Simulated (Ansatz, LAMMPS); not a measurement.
## Structural relaxation of a frame of liquid fluorobenzene from 280 K (192 atoms)

Aim: bring a frame of liquid fluorobenzene from 280 K (192 atoms) to a nearby minimum of the energy and see what moves.

Main program and level: Ansatz 0.2.0; Kohn-Sham DFT, PBE+D4, PAW (set soft_2), plane waves.

**1. The structure**

The cell holds 192 atoms: 16 F, 96 C and 80 H. Cell: a = 13.578 Å, b = 13.578 Å, c = 13.578 Å, α = 90.0°, β = 90.0°, γ = 90.0°. 16 fluorobenzene placed at random, at 1.02 g/cm³; overlaps pushed apart, then 10 ps at 430 K with MMFF94 bonds, angles, torsions, charges and radii (Halgren, J. Comput. Chem. 17, 490 (1996)) in harmonic and 12-6 forms. Snapshot after 20 ps at 280 K and fixed volume.

Limits known from the start: The network of contacts between molecules at the start is that of the classical potential that made the cell. The density was typed from a rule of thumb and may lie off the real one at this temperature. The Brillouin zone is sampled at Γ only, in a cell whose shortest periodic width is 14 Å.

**2. Making the structure**

A classical potential makes the cell, at a small fraction of what the same run would cost in DFT.

This step: classical MD, MMFF94 bonds, angles, torsions, charges and radii (Halgren, J. Comput. Chem. 17, 490 (1996)) in harmonic and 12-6 forms (LAMMPS 22 Jul 2025 - Update 4).

The input, in.lmp:

```
# liquid fluorobenzene
units real
atom_style full
boundary p p p
bond_style harmonic
angle_style harmonic
dihedral_style opls
improper_style harmonic
special_bonds lj 0 0 0.5 coul 0 0 0.75
read_data data.lmp
neigh_modify delay 0 every 1 check yes one 4000
comm_modify cutoff 12.0
timestep 0.5
thermo_style custom step time temp pe press density
thermo_modify norm yes
# push overlapping molecules apart
pair_style soft 2.6
pair_coeff * * 0.0
variable a equal ramp(1,60)
fix ad all adapt 1 pair soft a * * v_a
velocity all create 430 746359 mom yes dist gaussian
fix lim all nve/limit 0.03
fix lan all langevin 430 430 50 746360 zero yes
thermo 1000
run 3000 post no
unfix ad
pair_style lj/cut/coul/long 9.0
pair_modify mix arithmetic tail yes
pair_coeff 1 1 0.0801 2.5590   # F
pair_coeff 2 2 0.0678 3.5860   # C
pair_coeff 3 3 0.0216 2.5400   # H
kspace_style pppm 1.0e-4
thermo 100
minimize 1e-5 1e-3 300 3000
# [... 15 lines left out ...]
compute msd all msd com yes
thermo 5000
fix md all nvt temp 280 280 100
run 20000 post no
print "== T280: mean square displacement over the hold $(c_msd[4]:%.2f) A^2"
unfix md
uncompute msd
write_dump all custom T280.dump id type xs ys zs modify sort id
```

Started as:

```
lmp -in in.lmp -log none -nocite
```

Numbers of over 12 decimals in the logs are rounded to 6 here.

The program printed:

```text
LAMMPS (22 Jul 2025 - Update 4)
Reading data file ...
  orthogonal box = (0 0 0) to (13.57805 13.57805 13.57805)
  192 atoms
  orthogonal box = (0 0 0) to (13.57805 13.57805 13.57805)
  192 bonds
  288 angles
  384 dihedrals
  96 impropers
   Step          Time           Temp          PotEng         Press         Density
         0   0              430            0.21662118    -14868.23       1.0199998
      1000   500            469.76934      1.2232768      11131.147      1.0199998
      2000   1000           459.53805      1.2384729      2245.2738      1.0199998
      3000   1500           377.70126      1.2379833      6935.5092      1.0199998
[... 29 lines left out ...]
Loop time of 6.60829 s on 1 MPI rank(s) for 10000 steps with 192 atoms
   Step          Time           Temp          PotEng         Press         Density
[... 4 lines left out ...]
Loop time of 3.26264 s on 1 MPI rank(s) for 5000 steps with 192 atoms
   Step          Time           Temp          PotEng         Press         Density
[... 2 lines left out ...]
     25000   24000          292.73644      0.76541777     2738.4912      1.0199998
     30000   29000          304.83462      0.7291518     -1571.671       1.0199998
     35000   34000          277.21251      0.79261071     8998.5935      1.0199998
     37000   36000          276.24374      0.85391421    -3927.457       1.0199998
Loop time of 12.9591 s on 1 MPI rank(s) for 20000 steps with 192 atoms
== T280: mean square displacement over the hold 18.19 A^2
```

Elapsed: 25 s, on 1 thread of Arm Neoverse V1, shared host; peak memory 0.12 GiB.

The input also reads data.lmp (atoms, bonds and types; not printed here).

**3. Single point at the start**

The forces at the start show how far the geometry lies from a minimum of this functional.

The input, input.yaml:

```yaml
crystal:
  lattice:
    - [13.57805, 0.0, 0.0]
    - [0.0, 13.57805, 0.0]
    - [0.0, 0.0, 13.57805]
  atoms:
    - { symbol: F, position: [0.1844, 0.59485, 0.65227] }
    - { symbol: C, position: [0.23072, 0.58507, 0.56295] }
    - { symbol: C, position: [0.27046, 0.66416, 0.51722] }
    - { symbol: C, position: [0.31653, 0.65629, 0.42993] }
    - { symbol: C, position: [0.33102, 0.56588, 0.38816] }
    - { symbol: C, position: [0.29636, 0.48339, 0.43229] }
    - { symbol: C, position: [0.24214, 0.49461, 0.51793] }
    - { symbol: H, position: [0.24598, 0.73308, 0.55037] }
    - { symbol: H, position: [0.34145, 0.72155, 0.39049] }
    - { symbol: H, position: [0.36811, 0.55568, 0.31086] }
    - { symbol: H, position: [0.30092, 0.40833, 0.40051] }
    - { symbol: H, position: [0.19984, 0.43651, 0.54857] }
    - { symbol: F, position: [0.08755, 0.06759, 0.64457] }
    - { symbol: C, position: [0.01317, 0.03192, 0.69519] }
    - { symbol: C, position: [0.93479, 0.08357, 0.72843] }
    - { symbol: C, position: [0.85255, 0.03867, 0.7692] }
    - { symbol: C, position: [0.86351, 0.93881, 0.78952] }
    - { symbol: C, position: [0.94069, 0.88304, 0.75001] }
    - { symbol: C, position: [0.0145, 0.93298, 0.7005] }
    - { symbol: H, position: [0.93103, 0.15957, 0.71228] }
    - { symbol: H, position: [0.78662, 0.08175, 0.78614] }
    - { symbol: H, position: [0.80232, 0.89869, 0.82326] }
    - { symbol: H, position: [0.94185, 0.80657, 0.76221] }
    - { symbol: H, position: [0.07428, 0.89114, 0.6723] }
    - { symbol: F, position: [0.8976, 0.36154, 0.09741] }
    - { symbol: C, position: [0.94748, 0.43708, 0.05543] }
    - { symbol: C, position: [0.95556, 0.52492, 0.1059] }
    - { symbol: C, position: [0.00496, 0.60207, 0.06454] }
    - { symbol: C, position: [0.05311, 0.58877, 0.97224] }
    - { symbol: C, position: [0.03802, 0.50172, 0.91818] }
    - { symbol: C, position: [0.98336, 0.42283, 0.95722] }
    - { symbol: H, position: [0.91911, 0.52791, 0.17672] }
    [... 154 atom lines left out ...]
    - { symbol: C, position: [0.65031, 0.22158, 0.90965] }
    - { symbol: H, position: [0.5069, 0.0794, 0.76378] }
    - { symbol: H, position: [0.57003, 0.95325, 0.88672] }
    - { symbol: H, position: [0.68227, 0.00135, 0.02289] }
    - { symbol: H, position: [0.72381, 0.18219, 0.04476] }
    - { symbol: H, position: [0.67105, 0.29972, 0.9151] }
kpoints:
  mp_grid: { grid: [1, 1, 1] }
hamiltonian:
  xc: pbe
  dispersion: d4
scf:
  occupations: { method: gaussian, width: 0.025 }
output:
  forces: true
  stress: true
  populations: true
  dos:
    method: { smearing: { sigma: 0.1 } }
    de: 0.1
    projected: { site_lists: { C: [C], F: [F], H: [H] } }
  eigenvalues: true
```

Started as:

```
ansatz run input.yaml --threads 4 --pin off --max-ram 8192MiB --backend cpu --events-out ev --progress --plain --runs-dir out
```

The program printed:

```text
Engine: ansatz 0.2.0, aarch64-unknown-linux-gnu
Pseudopotentials: kind: paw
Pseudopotential: F, paw, valence charge 7, recommended cutoff 420 eV (normal), F.paw.azcp
Pseudopotential: C, paw, valence charge 4, recommended cutoff 420 eV (normal), C.paw.azcp
Pseudopotential: H, paw, valence charge 1, recommended cutoff 420 eV (normal), H.paw.azcp
[... 5 lines on functional and potentials left out ...]
Crystal: 192 atoms, lattice volume = 2503.296 Å³
Basis set: ecut = 420 eV, 48885 PW (Γ), exchange–correlation on 192×192×192 points (8 copies of the dense FFT grid, shifted against one another)
Bands: 480, of which v1, the nominal top of the filled ones, is band 288 counted from 1 (287 counted from 0)
Symmetry: 1 space group operations
Space group: P1 (ITA 1), of the structure as read, at distance tolerance 1.4e-4 Å
k-points: 1
[... 7 lines on functional and potentials left out ...]
Initial density: superposition of atomic densities (neutral atoms: chi_scale 0, normalization atom), corrected by the library's trained network
Initial wavefunctions: pseudopotential atomic-orbital guess
Functional: x = pbe(κ = 0.804, μ = 0.219515), c = pbe(β = 0.066725)
SCF iter   1: F=—  HF=-38289.140349 eV  |F-HF|=—  |Δ(HF+E_count)|=         —  Δρ=3.20e-3  dr2=3.72e-1  ethr=1.77e-3  ⟨swp⟩=6.0  Hψ=2170  notcnv=0  defer=70
preconditioner: auto → Resta (q_TF=auto, 2.136 Å⁻¹)  ε∞=2.4  [insulator: Δε(μ)=4.264 eV  Ē_g=14.466 eV  σ=0.025 eV  W_gap=1.00  n_scr=436 (ndim 8)  ℏωp=17.3 eV  f_vac=0.301  D(μ)=0.00/eV (n_scr^D=0)  ε∞_Penn≈2.4]
SCF iter   2: F=—  HF=-38289.117032 eV  |F-HF|=—  |Δ(HF+E_count)|=   2.33e-2  Δρ=1.61e-3  dr2=7.89e-2  ethr=6.45e-5  ⟨swp⟩=2.0  Hψ=715  notcnv=0  defer=179
SCF iter   3: F=—  HF=-38289.131677 eV  |F-HF|=—  |Δ(HF+E_count)|=   1.46e-2  Δρ=6.85e-4  dr2=1.88e-2  ethr=1.37e-5  ⟨swp⟩=5.0  Hψ=558  notcnv=0  defer=179
SCF iter   4: F=—  HF=-38289.132224 eV  |F-HF|=—  |Δ(HF+E_count)|=   5.47e-4  Δρ=2.12e-4  dr2=2.12e-3  ethr=3.27e-6  ⟨swp⟩=2.0  Hψ=707  notcnv=0  defer=178
SCF iter   5: F=—  HF=-38289.132167 eV  |F-HF|=—  |Δ(HF+E_count)|=   5.69e-5  Δρ=1.30e-4  dr2=4.49e-4  ethr=3.67e-7  ⟨swp⟩=2.0  Hψ=587  notcnv=0  defer=178
SCF iter   6: F=—  HF=-38289.132053 eV  |F-HF|=—  |Δ(HF+E_count)|=   1.14e-4  Δρ=4.38e-5  dr2=4.63e-5  ethr=7.79e-8  ⟨swp⟩=2.0  Hψ=587  notcnv=0  defer=178
SCF iter   7: F=—  HF=-38289.132397 eV  |F-HF|=—  |Δ(HF+E_count)|=   3.44e-4  Δρ=1.84e-5  dr2=8.69e-6  ethr=8.03e-9  ⟨swp⟩=2.0  Hψ=587  notcnv=0  defer=178
SCF iter   8: F=—  HF=-38289.132395 eV  |F-HF|=—  |Δ(HF+E_count)|=   2.16e-6  Δρ=5.31e-6  dr2=9.58e-7  ethr=1.51e-9  ⟨swp⟩=2.0  Hψ=751  notcnv=0  defer=178
SCF iter   9: F=—  HF=-38289.132395 eV  |F-HF|=—  |Δ(HF+E_count)|=   1.31e-7  Δρ=2.41e-6  dr2=1.61e-7  ethr=1.66e-10  ⟨swp⟩=3.0  Hψ=579  notcnv=0  defer=178
SCF iter  10: F=-38289.132395 eV  HF=-38289.132395 eV  |F-HF|=1.95e-8  |Δ(HF+E_count)|=   3.62e-8  Δρ=9.66e-7  dr2=2.60e-8  ethr=1.74e-11  ⟨swp⟩=15.0  Hψ=3234  notcnv=0
SCF 1 converged in 10 iterations: F = -38289.132395 eV  dr2 = 2.60e-8
  greatest PAW one-centre occupation: 0.932 electrons in one spin orbital (limit 2), on the F atom at site 12 (counted from 0), in its partial waves of l = 0
SCF converged after 10 iterations
Free energy (F): -38289.132395 eV
Harris-Foulkes:  -38289.132395 eV  (|F-HF|=1.95e-8)
Internal energy: -38289.132395 eV  (E = F + TS)
E sigma→0 (E₀):  -38289.132395 eV
Fermi energy:    0.897264 eV
--- Per-component energies (eV) ---
  E_band       = -4916.642762
  E_kinetic    = 13091.272653
  E_local      = -47125.441081  (includes V_loc(G=0)·N_el)
  E_nonlocal   = 3952.758682
  E_hartree    = 17576.129592
  E_xc         = -6570.086325
  E_vxc        = -8218.703104  (∫ρ·V_xc dr)
  E_paw        = -12793.146914  (= ΣΔE_a)
  E_vpaw       = -1768.706563  (= ΣTr[D̂ρ^β])
  E_aug_tail   = -0.075407  (compensation charges beyond the density's cutoff)
  E_ewald      = -6410.199809
  E_disp       = -10.343785  (pairwise vdW)
  E_smearing   = -0.000000  (= −TS)
  E_closure    = -0.000000  (closes the sum)
  Σ components = -38289.132395   (vs F -38289.132395, Δ=0.00e0)
--- Forces (eV/Å), atoms counted from 1 ---
  atom   1  F      0.06699071    -0.14581032    -0.73803714
  atom   2  C      0.36077724    -1.33951719     0.25426342
  atom   3  C     -1.54398741     2.41366660     1.97526700
  atom   4  C      1.09786984     1.07844586    -1.66577421
  atom   5  C      1.95417343    -0.57795172    -3.59996675
  atom   6  C     -1.06237619    -1.67075904     0.43899516
  atom   7  C     -0.69198534    -0.29792720     0.92792167
  atom   8  H      0.63975919     0.37895045    -0.27288623
  atom   9  H     -0.05305962     0.13211072     0.08416024
  atom  10  H     -0.69629385     0.55890647     1.91825575
  atom  11  H      0.14676800     0.61526681     0.06885859
  atom  12  H     -0.16622228    -1.14388184     0.45672850
  atom  13  F      1.27723114     1.81504003    -0.65365610
  atom  14  C     -0.20058202    -1.04924166    -0.23433554
[...]
atom 191  H      0.61809424     0.16468979     0.54980226
  atom 192  H     -0.19180618    -0.24219352    -0.03730574
  max |Σ_I F_I| component: 1.33e-4 eV/Å
--- Stress (GPa, compression-positive) ---
        1.266569       0.413617      -0.317301
        0.413617       2.006260      -1.211684
       -0.317301      -1.211685       1.133150
  P = ⅓ Tr σ = 1.4687 GPa (14.687 kbar)
--- Band table (eV) ---
  k-point 0: bands = ["-26.6945", "-26.6896", "-26.5218", "-26.4849", [... 464 levels ...], "9.8658", "9.9004", "9.9044", "9.9451", "9.9686", "9.9779", "9.9966", "10.0430", "10.0757", "10.1158", "10.1200", "10.1481"]
--- Löwdin populations: 192 sites ---
  site symbol       q [e]
     0      F      7.2452
     1      C      3.6429
     2      C      4.1483
[...]
191      H      0.7967
  spilling = 0.012559 (of n_electrons = 576.000000)
```

Elapsed: 63 s, on 4 threads of Arm Neoverse V1, shared host; peak memory 3.4 GiB; 4.1 min of CPU time.

Reading the cycles: dr2 is the Hartree energy of the density residual (eV), the measure of convergence; HF is the Harris–Foulkes estimate of the energy, which meets the free energy F at convergence.

Numbers from this run:

```
free energy                                      : -38289.1324 eV
free energy per atom                             : -199.4226 eV/atom
SCF cycles                                       : 10
pressure                                         : 1.469 GPa
r.m.s. force component                           : 0.9736 eV/Å
longest force                                    : 4.137 eV/Å
Fermi energy                                     : 0.8973 eV
gap (highest filled to lowest empty level) : 4.136 eV
spilling of the projection                       : 0.01256
```

The r.m.s. force component of 0.97 eV/Å and the pressure of 1.5 GPa set the starting point.

Length of the force by element:

```tsv
element	coordination	atoms	mean length of the force (eV/Å)	spread	least	most
C	all	96	1.90	0.853	0.254	4.14
F	all	16	1.11	0.496	0.257	2.31
H	all	80	0.991	0.591	0.134	2.72
```

(Continued in part 2 of 3.)

[Logs are printed without paths, hosts, clocks, repeated set-up lines and the standing remarks that a program may print on its own settings, such as how far it seeks lower states.]

[Hosts, paths, dates, database ids (printed as entryN), source tags and the programs' standing remarks are cut or masked in the printed files.]

[The MMFF94 radii named for the starting cell were scaled by 0.96; in molecules described by MMFF94, hydrogen bound to N, O or S took a small fixed 12-6 site in their place.]
